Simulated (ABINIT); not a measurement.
# Li3TeCl (Pm-3m): zone-centre phonons, part 2 of 2

Aim: the zone-centre modes of Li3TeCl (Pm-3m).

ABINIT 10.8.3; DFT PBEsol, scalar-relativistic, plane waves, PseudoDojo norm-conserving pseudopotentials.

So far. Step 5 (Relaxing the cell and atoms): The volume changes by +0.0 % in this run and stands -24.7 % from the first cell. Step 6 (Ground state): The cell stands at -0.23 GPa: the relaxation ran with a smoothed and higher cutoff, and the difference is a stress of the finite basis. The relaxed cell has a = 5.135 Å (conventional setting).

The structure was built from a prototype and need not be the compound's stable phase.

## (8) Linear response at Γ

The derivative of the wavefunctions by k comes first, since the response to a field is built on it; then the field and the displacements that symmetry doesn't supply are solved at q = 0.

It reads the wavefunctions written in step 6.

dfpt_gamma.abi reads:

```
ndtset 2

# common to the responses
getwfk_filepath "gso_WFK"
kptopt 2
nqpt 1
qpt 0.0 0.0 0.0
asr 0
chneut 0

# d/dk
rfelfd1 2
rfdir1 1 1 1
iscf1 -3
tolwfr1 1.0d-20

# displacements, field
rfphon2 1
rfatpol2 1 5
rfdir2 1 1 1
rfelfd2 3
getddk2 1
tolvrs2 1.0d-10
prtwf2 0

# basis, mesh and filling
ecut 34.0
ngkpt 4 4 4
nshiftk 1
shiftk 0.0 0.0 0.0
istwfk *1
occopt 1
nband 16
nstep 100
diemac 9.0
prtebands 0
prtgsr 0
useylm 1

# cell and atoms
acell 3*1.0 Angstrom
rprim 
    5.134699086 0.0 0.0
    0.0 5.134699086 0.0
    0.0 0.0 5.134699086
ntypat 3
znucl 17 52 3
natom 5
typat 1 2 3 3 3
xred 
    0.0 0.0 0.0
    0.5 0.5 0.5
    0.5 0.5 0.0
    0.5 0.0 0.5
    0.0 0.5 0.5
pp_dirpath "./pseudo"
pseudos "Cl.upf, Te.upf, Li.upf"
```

The run is started by

```console
$ OMP_NUM_THREADS=1 mpirun -n 4 abinit dfpt_gamma.abi > dfpt_gamma.log
```

Numbers of over 12 decimals in the logs are rounded to 6 here.

dfpt_gamma.abo, the main output file:

```text
[banners, grids, parts of the stress and lines that vanish by symmetry left out]
- input  file    -> dfpt_gamma.abi
- output file    -> dfpt_gamma.abo
- root for input  files -> dfpt_gammai
[...]
DATASET    1 : space group Pm -3 m (#221); Bravais cP (primitive cubic)
[...]
nfft =      157464          nkpt =          36
[...]
DATASET    2 : space group Pm -3 m (#221); Bravais cP (primitive cubic)
[...]
nfft =      157464          nkpt =          36
[...]
== DATASET  1 ==================================================================
[...]
cutoff_energies: {ecut:  34.0, pawecutdg:  -1.0, }
[...]
-  3.00000   3.00000  180301                  znucl, zion, pspdat
[...]
Perturbation : derivative vs k along direction   1
[...]
-ETOT  1  -22.359208907341     -2.236E+01 7.495E-02 0.000E+00
 ETOT  2  -22.382376948029     -2.317E-02 2.275E-04 0.000E+00
 ETOT  3  -22.382445169443     -6.822E-05 6.390E-06 0.000E+00
 ETOT  4  -22.382445664443     -4.950E-07 1.872E-08 0.000E+00
 ETOT  5  -22.382445668846     -4.403E-09 8.302E-10 0.000E+00
[...]
At SCF step   11   max residual=  1.00E-20 < tolwfr=  1.00E-20 =>converged.
[...]
Perturbation : derivative vs k along direction   2
[...]
-ETOT  1  -22.359070283959     -2.236E+01 7.495E-02 0.000E+00
[...]
At SCF step   11   max residual=  1.00E-20 < tolwfr=  1.00E-20 =>converged.
[...]
Perturbation : derivative vs k along direction   3
[...]
-ETOT  1  -22.359208768527     -2.236E+01 7.495E-02 0.000E+00
[...]
At SCF step   11   max residual=  1.00E-20 < tolwfr=  1.00E-20 =>converged.
[...]
1        1       0.9202945292   -0.0000000000
     1        2       0.0000000000    0.0000000000
     1        3       0.0000000000    0.0000000000
     2        1       0.0000000000    0.0000000000
     2        2       0.9202945292    0.0000000000
     2        3       0.0000000000    0.0000000000
     3        1       0.0000000000    0.0000000000
     3        2       0.0000000000    0.0000000000
     3        3       0.9202945292    0.0000000000
[...]
== DATASET  2 ==================================================================
[...]
cutoff_energies: {ecut:  34.0, pawecutdg:  -1.0, }
[...]
Perturbation : displacement of atom   1   along direction   1
[...]
-ETOT  1  0.619407     -1.163E+03 3.878E+00 2.445E+03
[...]
At SCF step   12       vres2   =  2.60E-12 < tolvrs=  1.00E-10 =>converged.
[...]
Perturbation : displacement of atom   2   along direction   1
[...]
-ETOT  1   14.698515092723     -4.726E+04 6.379E+01 4.783E+03
[...]
At SCF step   12       vres2   =  5.07E-12 < tolvrs=  1.00E-10 =>converged.
[...]
Perturbation : displacement of atom   3   along direction   1
[...]
-ETOT  1  0.250690     -3.274E+03 4.047E+01 1.110E+03
[...]
At SCF step   12       vres2   =  1.36E-11 < tolvrs=  1.00E-10 =>converged.
[...]
Perturbation : displacement of atom   3   along direction   3
[...]
-ETOT  1   7.646130     -3.255E+03 3.795E+01 3.921E+03
[...]
At SCF step   12       vres2   =  3.87E-12 < tolvrs=  1.00E-10 =>converged.
[...]
Perturbation : homogeneous electric field along direction   1
[...]
-ETOT  1  -55.943476106053     -5.594E+01 7.993E-01 6.683E+04
[...]
ETOT 12  -69.831362813559     -1.606E-12 1.240E-15 2.591E-10
 ETOT 13  -69.831362813558      2.842E-13 5.474E-17 4.770E-12
 At SCF step   13       vres2   =  4.77E-12 < tolvrs=  1.00E-10 =>converged.
[...]
Dielectric tensor, in cartesian coordinates,
[...]
1    7   1    7         3.2907979196        -0.0000000000
   1    7   2    7        -0.0000000000        -0.0000000000
   1    7   3    7        -0.0000000000        -0.0000000000
   2    7   1    7        -0.0000000000        -0.0000000000
   2    7   2    7         3.2907979196        -0.0000000000
   2    7   3    7        -0.0000000000        -0.0000000000
   3    7   1    7        -0.0000000000        -0.0000000000
   3    7   2    7        -0.0000000000        -0.0000000000
   3    7   3    7         3.2907979196        -0.0000000000
  Effective charges, in cartesian coordinates,
[...]
1    1   1    7        -1.5796897558         0.0000000000
   2    1   1    7         0.0000000000         0.0000000000
   3    1   1    7         0.0000000000         0.0000000000
   1    2   1    7        -1.4160749424         0.0000000000
   2    2   1    7         0.0000000000         0.0000000000
[...]
Effective charges, in cartesian coordinates,
[...]
2    7   1    5         0.0000000000         0.0000000000
   3    7   1    5         0.0000000000         0.0000000000
   1    7   2    5         0.0000000000         0.0000000000
   2    7   2    5         0.8243003775         0.0000000000
   3    7   2    5         0.0000000000         0.0000000000
   1    7   3    5         0.0000000000         0.0000000000
   2    7   3    5         0.0000000000         0.0000000000
   3    7   3    5         0.8243003775         0.0000000000
  Phonon wavevector (reduced coordinates) :  0.00000  0.00000  0.00000
 Phonon energies in Hartree :
[...]
Phonon frequencies in cm-1    :
- -1.750855E+02 -1.750855E+02 -1.750855E+02 -1.619939E+02 -1.619939E+02
- -1.619939E+02 -4.233572E+00 -4.233572E+00 -4.233572E+00  7.454253E+01
-  7.454253E+01  7.454253E+01  5.126049E+02  5.126049E+02  5.126049E+02
  Phonon at Gamma, with non-analyticity in the
[...]
Phonon energies in Hartree :
[...]
Phonon frequencies in cm-1    :
- -1.750855E+02 -1.750855E+02 -1.619939E+02 -1.619939E+02 -1.619939E+02
- -5.488812E+01 -4.233572E+00 -4.233572E+00 -4.233459E+00  7.454253E+01
-  7.454253E+01  7.607056E+01  5.126049E+02  5.126049E+02  5.429804E+02
  Phonon at Gamma, with non-analyticity in the
[...]
Phonon energies in Hartree :
[...]
Phonon frequencies in cm-1    :
- -1.750855E+02 -1.750855E+02 -1.619939E+02 -1.619939E+02 -1.619939E+02
- -5.488812E+01 -4.233572E+00 -4.233572E+00 -4.233459E+00  7.454253E+01
-  7.454253E+01  7.607056E+01  5.126049E+02  5.126049E+02  5.429804E+02
  Phonon at Gamma, with non-analyticity in the
[...]
Phonon energies in Hartree :
[...]
Phonon frequencies in cm-1    :
- -1.750855E+02 -1.750855E+02 -1.619939E+02 -1.619939E+02 -1.619939E+02
- -5.488812E+01 -4.233572E+00 -4.233572E+00 -4.233459E+00  7.454253E+01
-  7.454253E+01  7.607056E+01  5.126049E+02  5.126049E+02  5.429804E+02
[...]
fcart2     0.0000000000E+00  0.0000000000E+00  0.0000000000E+00
           strten2     0.0000000000E+00  0.0000000000E+00  0.0000000000E+00
================================================================================
```

It took 4.3 min on 4 MPI ranks of Arm Neoverse V2, shared host; 17 min of CPU time.

Numbers from this step:

```yaml
miss_of_the_charge_sum_rule: 0.001837 e
largest_acoustic_frequency_at_the_zone_centre_before_the_sum_rule: -4.23 cm⁻¹
highest_optical_zone_centre_mode_no_lo_to_term: 512.6 cm⁻¹
lowest_optical_zone_centre_mode: -175.1 cm⁻¹
mean_high_frequency_dielectric_constant: 3.291
largest_born_charge_in_size_third_of_the_trace: 1.580 e
```

Born charge (rows field, columns displacement), before the sum rule (e), principal values of the symmetric part by kind of site:

```
atom  atoms with these values    low  middle   high   mean
 Cl1                        1  -1.58   -1.58  -1.58  -1.58
 Te2                        1  -1.42   -1.42  -1.42  -1.42
 Li3                        3   0.82    0.82   1.35   1.00
```

In full for Li3:

```
0.82 0.00 0.00
0.00 0.82 0.00
0.00 0.00 1.35
```

High-frequency dielectric tensor:

```
3.29 0.00 0.00
0.00 3.29 0.00
0.00 0.00 3.29
```

The acoustic modes at Γ come out as far as 4.2 cm⁻¹ from zero, where they should vanish, a small numerical error; the Born charges miss their sum rule by 0.0018 e, which is good. The lowest optical mode is imaginary, 175i cm⁻¹, an instability at this level and on this k mesh.

## (9) Zone-centre analysis

anaddb reads the merged derivatives, imposes the acoustic sum rule and charge neutrality, and adds the LO-TO term along chosen directions.

anaddb.abi reads:

```
ddb_filepath "gamma_DDB"
output_file "anaddb.abo"
outdata_prefix "anaddb"
asr 1
chneut 1
enunit 2
eivec 1
nph1l 1
qph1l 0.0 0.0 0.0 1.0
dieflag 2
nph2l 3
qph2l 
    1.0 0.0 0.0 0.0
    0.0 0.0 1.0 0.0
    1.0 1.0 1.0 0.0
```

mrgddb.in reads:

```
gamma_DDB
merged
2
dfpt_gammao_DS2_DDB
gso_DDB
```

The run is started by

```console
$ mrgddb < mrgddb.in > mrgddb.log
$ OMP_NUM_THREADS=1 anaddb anaddb.abi > anaddb.log
```

anaddb.abo, the main output file:

```text
[banners, grids, parts of the stress and lines that vanish by symmetry left out]
-outvars_anaddb: echo values of input variables ----------------------

 Flags :
[...]
Dielectric Tensor and Effective Charges
[...]
Effective charge tensors after
[...]
Phonon wavevector (reduced coordinates) :  0.00000  0.00000  0.00000
 Phonon energies in Hartree :
[...]
Phonon energies in meV     :
- -2.170994E+01 -2.170994E+01 -2.170994E+01 -2.008692E+01 -2.008692E+01
- -2.008692E+01  0.000000E+00  0.000000E+00  0.000000E+00  9.243512E+00
-  9.243512E+00  9.243512E+00  6.356687E+01  6.356687E+01  6.356687E+01
 Phonon frequencies in cm-1    :
- -1.751025E+02 -1.751025E+02 -1.751025E+02 -1.620119E+02 -1.620119E+02
- -1.620119E+02  0.000000E+00  0.000000E+00  0.000000E+00  7.455395E+01
-  7.455395E+01  7.455395E+01  5.127014E+02  5.127014E+02  5.127014E+02
 Phonon frequencies in Thz     :
- -5.249441E+00 -5.249441E+00 -5.249441E+00 -4.856995E+00 -4.856995E+00
- -4.856995E+00  0.000000E+00  0.000000E+00  0.000000E+00  2.235071E+00
-  2.235071E+00  2.235071E+00  1.537040E+01  1.537040E+01  1.537040E+01
 Phonon energies in Kelvin  :
- -2.519334E+02 -2.519334E+02 -2.519334E+02 -2.330990E+02 -2.330990E+02
- -2.330990E+02  0.000000E+00  0.000000E+00  0.000000E+00  1.072665E+02
-  1.072665E+02  1.072665E+02  7.376629E+02  7.376629E+02  7.376629E+02
[...]
-  1  0.00000000E+00  0.00000000E+00 -1.80410478E-03
-     0.00000000E+00  0.00000000E+00  0.00000000E+00
-  2  0.00000000E+00  0.00000000E+00 -1.12520921E-04
-     0.00000000E+00  0.00000000E+00  0.00000000E+00
-  3  0.00000000E+00  1.74475023E-07  1.33550986E-04
-     0.00000000E+00  0.00000000E+00  0.00000000E+00
-  4  0.00000000E+00  0.00000000E+00  5.57492311E-03
-     0.00000000E+00  0.00000000E+00  0.00000000E+00
-  5  0.00000000E+00  1.74475023E-07  5.57492311E-03
-     0.00000000E+00  0.00000000E+00  0.00000000E+00
[...]
-  1  0.00000000E+00  1.80410478E-03  0.00000000E+00
-     0.00000000E+00  0.00000000E+00  0.00000000E+00
-  2  0.00000000E+00  1.12520921E-04  0.00000000E+00
-     0.00000000E+00  0.00000000E+00  0.00000000E+00
-  3  0.00000000E+00 -5.57492311E-03  0.00000000E+00
-     0.00000000E+00  0.00000000E+00  0.00000000E+00
-  4  0.00000000E+00 -1.33550986E-04  1.74475020E-07
-     0.00000000E+00  0.00000000E+00  0.00000000E+00
-  5  0.00000000E+00 -5.57492311E-03  1.74475020E-07
-     0.00000000E+00  0.00000000E+00  0.00000000E+00
[...]
-  1  1.80410478E-03  0.00000000E+00  0.00000000E+00
-     0.00000000E+00  0.00000000E+00  0.00000000E+00
-  2  1.12520921E-04  0.00000000E+00  0.00000000E+00
-     0.00000000E+00  0.00000000E+00  0.00000000E+00
-  3 -5.57492311E-03  0.00000000E+00  0.00000000E+00
-     0.00000000E+00  0.00000000E+00  0.00000000E+00
-  4 -5.57492311E-03  0.00000000E+00  0.00000000E+00
-     0.00000000E+00  0.00000000E+00  0.00000000E+00
[...]
Phonon at Gamma, with non-analyticity in the
[...]
Phonon energies in Hartree :
[...]
Phonon energies in meV     :
- -2.170994E+01 -2.170994E+01 -2.008692E+01 -2.008692E+01 -2.008692E+01
- -6.793595E+00  0.000000E+00  0.000000E+00  0.000000E+00  9.243512E+00
[...]
Phonon frequencies in cm-1    :
[...]
Phonon frequencies in Thz     :
[...]
Phonon energies in Kelvin  :
[...]
- -7.883639E+01  0.000000E+00  0.000000E+00  0.000000E+00  1.072665E+02
-  1.072665E+02  1.094451E+02  7.376629E+02  7.376629E+02  7.813802E+02
[...]
-  5  0.00000000E+00  0.00000000E+00 -6.28628301E-03
-     0.00000000E+00  0.00000000E+00  0.00000000E+00
[...]
-  1  0.00000000E+00  0.00000000E+00  0.00000000E+00
-     0.00000000E+00  0.00000000E+00  0.00000000E+00
-  2  0.00000000E+00  0.00000000E+00  0.00000000E+00
-     0.00000000E+00  0.00000000E+00  0.00000000E+00
-  3  0.00000000E+00  6.28628301E-03  0.00000000E+00
-     0.00000000E+00  0.00000000E+00  0.00000000E+00
-  4  0.00000000E+00  0.00000000E+00  0.00000000E+00
-     0.00000000E+00  0.00000000E+00  0.00000000E+00
-  5  0.00000000E+00 -6.28628301E-03  0.00000000E+00
-     0.00000000E+00  0.00000000E+00  0.00000000E+00
[...]
Phonon at Gamma, with non-analyticity in the
[...]
Phonon energies in Hartree :
[...]
Phonon energies in meV     :
- -2.170994E+01 -2.170994E+01 -2.008692E+01 -2.008692E+01 -2.008692E+01
- -6.793595E+00  0.000000E+00  0.000000E+00  0.000000E+00  9.243512E+00
-  9.243512E+00  9.431253E+00  6.356687E+01  6.356687E+01  6.733414E+01
 Phonon frequencies in cm-1    :
- -1.751025E+02 -1.751025E+02 -1.620119E+02 -1.620119E+02 -1.620119E+02
[...]
Phonon frequencies in Thz     :
[...]
Phonon energies in Kelvin  :
[...]
Phonon at Gamma, with non-analyticity in the
[...]
Phonon energies in Hartree :
[...]
Phonon energies in meV     :
[...]
Phonon frequencies in cm-1    :
[...]
Phonon frequencies in Thz     :
[...]
Phonon energies in Kelvin  :
[...]
- -7.883639E+01  0.000000E+00  0.000000E+00  0.000000E+00  1.072665E+02
-  1.072665E+02  1.094451E+02  7.376629E+02  7.376629E+02  7.813802E+02
[...]
-  4  1.72921885E-04  4.55180148E-03 -6.02053709E-05
-     0.00000000E+00  0.00000000E+00  0.00000000E+00
-  5 -6.98305921E-03 -1.12716514E-04 -6.02053709E-05
-     0.00000000E+00  0.00000000E+00  0.00000000E+00
[...]
;  5 -4.99746553E-03 -1.95084926E-04 -1.95084926E-04
;     0.00000000E+00  0.00000000E+00  0.00000000E+00
-
```

It took 0.52 s on 1 thread.

Read from the output:

| Quantity | Value |
| --- | --- |
| highest optical zone-centre mode (no LO-TO term) | 512.7 cm⁻¹ |
| highest mode moved by the LO-TO term | 543.1 cm⁻¹ |

No LO-TO term; unit eigenvectors of the mass-weighted matrix, from anaddb's displacements. The modes at Γ (shares of kinetic energy by element, %) (negative means imaginary):

```
mode  frequency (cm⁻¹)  symmetry  Cl %  Te %  Li %
   1            -175.1       T1u    21     0    79
   2            -175.1       T1u    21     0    79
   3            -175.1       T1u    21     0    79
   4            -162.0       T2u     0     0   100
   5            -162.0       T2u     0     0   100
   6            -162.0       T2u     0     0   100
   7               0.0  acoustic    19    69    11
   8               0.0  acoustic    19    69    11
   9               0.0  acoustic    19    69    11
  10              74.6       T1u    60    26    14
  11              74.6       T1u    60    26    14
  12              74.6       T1u    60    26    14
  13             512.7       T1u     0     4    96
  14             512.7       T1u     0     4    96
  15             512.7       T1u     0     4    96
```

Displacements in mode 3 (-175.1 cm⁻¹), the largest set to 1:
```
Cl1  0.32  0.00  0.00
Te2  0.02  0.00  0.00
Li3 -1.00  0.00  0.00
Li4 -1.00  0.00  0.00
Li5 -0.02  0.00  0.00
```

Displacements in mode 12 (74.6 cm⁻¹), the largest set to 1:
```
Cl1  1.00  0.00  0.00
Te2 -0.35  0.00  0.00
Li3  0.77  0.00  0.00
Li4  0.77  0.00  0.00
Li5 -0.26  0.00  0.00
```

With imaginary modes the relaxed-ion tensors have no meaning and are not tabulated.

The rule moves no optical mode by more than 0.2 cm⁻¹.

## (10) Outcome

```
space group after relaxation                                           : Pm-3m
volume per atom                                                        : 27.1 Å³
highest optical zone-centre mode (no LO-TO term)                       : 512.7 cm⁻¹
lowest optical zone-centre mode                                        : -175.1 cm⁻¹
highest mode moved by the LO-TO term                                   : 543.1 cm⁻¹
mean high-frequency dielectric constant                                : 3.29
largest Born charge in size (third of the trace)                       : 1.58 e
imaginary optical modes at the zone centre (no q mesh in this session) : yes
```

What this shows: At the PBEsol level the optical modes of Li3TeCl (Pm-3m) at the zone centre (no LO-TO term) run from 175i to 513 cm⁻¹, so the structure is a saddle point, with 6 modes beyond 10i cm⁻¹ there. Along the directions run, the highest mode that the macroscopic field moves lies at 543 cm⁻¹. These are harmonic frequencies at zero temperature: anharmonic shifts and linewidths and thermal expansion are left out. Spin-orbit coupling is left out, which can matter for the heavy elements here. The structure is a hypothetical one, built on a prototype.

[Host names and launcher messages were left out of these logs when they were recorded.]

[Logs are printed without paths, hosts, clocks, repeated set-up lines and the standing remarks that a program may print on its own settings, such as how far it seeks lower states.]

[Hosts, paths, dates, database ids (printed as entryN), source tags and the programs' standing remarks are cut or masked in the printed files.]
